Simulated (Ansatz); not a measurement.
# Y (P6_3/mmc, 2 atoms in the cell) under uniaxial strain along c, part 2 of 2

Aim: how do the optical modes of Y (P6_3/mmc, 2 atoms in the cell) shift and split under this strain?

Ansatz 0.2.0; DFT LDA, scalar-relativistic, plane waves, PAW; PAW set soft_1.

So far, highest optical mode at the zone centre (no LO-TO term) (cm⁻¹): step 5 (modes at rest) 153; step 7 (strain 4 %) 124.

**8. A member of the series: uniaxial strain of -4 % along c (continued)**

Step by step:

```
step  energy less that of the first step (eV)  largest force component (eV/Å)  pressure (GPa)  volume (Å³)
   1                                   0.0000                          0.0000            1.31        58.35
   2                                  -0.0003                          0.0000            1.06        58.66
  3*                                  -0.0003                          0.0000            1.06        58.66
```

Relaxation steps marked * repeat the geometry before them on a plane-wave basis chosen anew for their cell, so energy and pressure can jump there.

```
conventional cell, symmetrised  before  after  change
                         a (Å)   3.571  3.580  +0.3 %
                         b (Å)   3.571  3.580  +0.3 %
                         c (Å)   5.285  5.285  +0.0 %
              volume (Å³/atom)   29.18  29.33  +0.5 %
```

Final coordinates:

```xyz
2
Lattice="3.5799 0.0000 0.0000 -1.7900 3.1003 0.0000 0.0000 0.0000 5.2854" Properties=species:S:1:pos:R:3 pbc="T T T"
Y     0.0000    2.0669    1.3213
Y     1.7900    1.0334    3.9640
```

Numbers from this step:

```yaml
pressure: 1.062 GPa
volume_per_atom: 29.33 Å³
```

The largest force component left is 0.0018 meV/Å.

**9. Modes of this member: uniaxial strain of -4 % along c**

The zone-centre modes follow for uniaxial strain of -4 % along c.

Contents of input.yaml:

```yaml
crystal:
  lattice:
    - [3.5799403402, 0.0, 0.0]
    - [-1.7899701701, 3.1003192786, 0.0]
    - [0.0, 0.0, 5.2853692154]
  atoms:
    - { symbol: "Y", position: [0.3333332229, 0.6666667771, 0.25] }
    - { symbol: "Y", position: [0.6666667771, 0.3333332229, 0.75] }
kpoints:
  mp_grid: { grid: [15, 15, 8] }
hamiltonian:
  xc: lda
  pseudopotentials: { kind: paw, azcp: { folder: soft_1 }, xc_functional: pbe }
scf:
  occupations: { method: methfessel_paxton, width: 0.2 }
output:
  eigenvalues: true
phonons:
  method: dfpt
```

The run is started by

```bash
> ansatz run input.yaml --threads 4 --pin off --max-ram 10240MiB --backend cpu --events-out ev --progress --plain --runs-dir out
```

Run time: 40 s. Hardware: 4 threads of AMD EPYC (Zen 3), shared host; peak memory 1.1 GiB.

Numbers from this step:

```yaml
sum_rule_residual_before_enforcement: 3.61e-5 eV/Å²
highest_optical_mode_at_the_zone_centre_no_lo_to_term: 183.1 cm⁻¹
lowest_optical_zone_centre_mode: 95.92 cm⁻¹
```

Patterns of degenerate modes are one choice out of their space. Modes at Γ:

```
mode  frequency (cm⁻¹)  symmetry
   1               0.0  acoustic
   2               0.0  acoustic
   3               0.0  acoustic
   4              95.9       E2g
   5              95.9       E2g
   6             183.1       B1g
```

Displacements in mode 5 (95.9 cm⁻¹), the largest set to 1:
```
Y1   0.00  1.00  0.00
Y2   0.00 -1.00  0.00
```

Displacements in mode 6 (183.1 cm⁻¹), the largest set to 1:
```
Y1   0.00  0.00  1.00
Y2   0.00  0.00 -1.00
```

The lowest optical mode is real, 95.9 cm⁻¹, and the highest lies at 183.1 cm⁻¹.

For the highest optical mode at the zone centre (no LO-TO term), step 5 gave 153 cm⁻¹; this run, with strain -4 %, gives 183 cm⁻¹ (+20 %).

**10. The series together**

The members are set side by side, also those not shown above.

Stress is positive in compression; energies are extrapolated to zero smearing, and E0 is that at rest; the edges not held and the atoms are relaxed in each cell; all runs use 15×15×8 k points and Methfessel-Paxton smearing of 0.2 eV. State of the crystal along the series:

```
strain (%)  stress along the axis (GPa)  free strain along a (%)  free strain along b (%)  E - E0 (meV/atom)
        -4                        3.197                    1.062                    1.062              11.39
        -3                        2.348                   0.7954                   0.7954              6.146
        -2                        1.531                   0.5288                   0.5288              2.563
        -1                       0.7462                   0.2695                   0.2695             0.5504
         0                      0.00482                        0                        0                  0
         1                      -0.6978                  -0.2738                  -0.2738             0.7982
         2                       -1.366                  -0.5515                  -0.5515              2.841
         3                       -2.004                  -0.8301                  -0.8301              6.045
         4                       -2.615                   -1.107                   -1.107              10.35
```

Optical modes are counted from below at rest and tracked from member to member by their patterns, and modes that stay within 0.3 cm⁻¹ of each other stand once; labels, where given, are those at rest; the edges not held and the atoms are relaxed in each cell; all runs use 15×15×8 k points and Methfessel-Paxton smearing of 0.2 eV. Optical modes along the series:

```
strain (%)  optical mode 1 E2g (cm⁻¹)  optical mode 2 B1g (cm⁻¹)
        -4                      95.92                      183.1
        -3                       95.2                      176.1
        -2                      93.77                      168.7
        -1                      91.67                      160.9
         0                      89.04                      153.1
         1                      86.15                      145.3
         2                      83.29                      137.7
         3                      80.62                      130.5
         4                      78.25                      123.6
```

Value and slope at zero strain of a cubic (a lower polynomial where under five rows exist) through the rows within 2 % of rest. Slopes at rest:

```
              mode  frequency (cm⁻¹)  shift per percent of strain (cm⁻¹)  shift per GPa of compressive stress (cm⁻¹)
optical mode 1 E2g                89                               -2.81                                        3.89
optical mode 2 B1g             153.1                               -7.85                                       10.89
```

**11. Summary of results**

```
members                                                          : 9
highest optical mode at the zone centre (no LO-TO term), at rest : 153.1 cm⁻¹
Young’s modulus along c                                          : 72.1 GPa
optical mode 1 E2g, shift per percent                            : -2.81 cm⁻¹
optical mode 2 B1g, shift per percent                            : -7.85 cm⁻¹
```

What this shows: The stress changes by 0.72 GPa for each percent, a Young’s modulus of 72 GPa along c. For each percent the free edge responds with -0.27 %. The fastest shift in the table of slopes is -7.8 cm⁻¹ for each percent (optical mode 2 B1g), or 10.9 cm⁻¹ for each GPa of compressive stress. For small strain, the measured shift of a line that Raman or infrared light can see, divided by its slope, estimates the stress, if the state of stress is of this kind. These are harmonic frequencies at zero temperature: anharmonic shifts, linewidths and thermal expansion are left out. With no gap, or one that is small against the smearing, the frequencies hang on the k mesh and the smearing, most of all near Kohn anomalies. The PAW files were made for PBE; the program adapts parts of them to the functional of the run, but their partial waves stay those of PBE, an approximation that was not tested in this session. Only the zone centre was solved, so an instability at another wavevector cannot show here.

[Logs are printed without paths, hosts, clocks, repeated set-up lines and the standing remarks that a program may print on its own settings, such as how far it seeks lower states.]

[Hosts, paths, dates, database ids (printed as entryN), source tags and the programs' standing remarks are cut or masked in the printed files.]
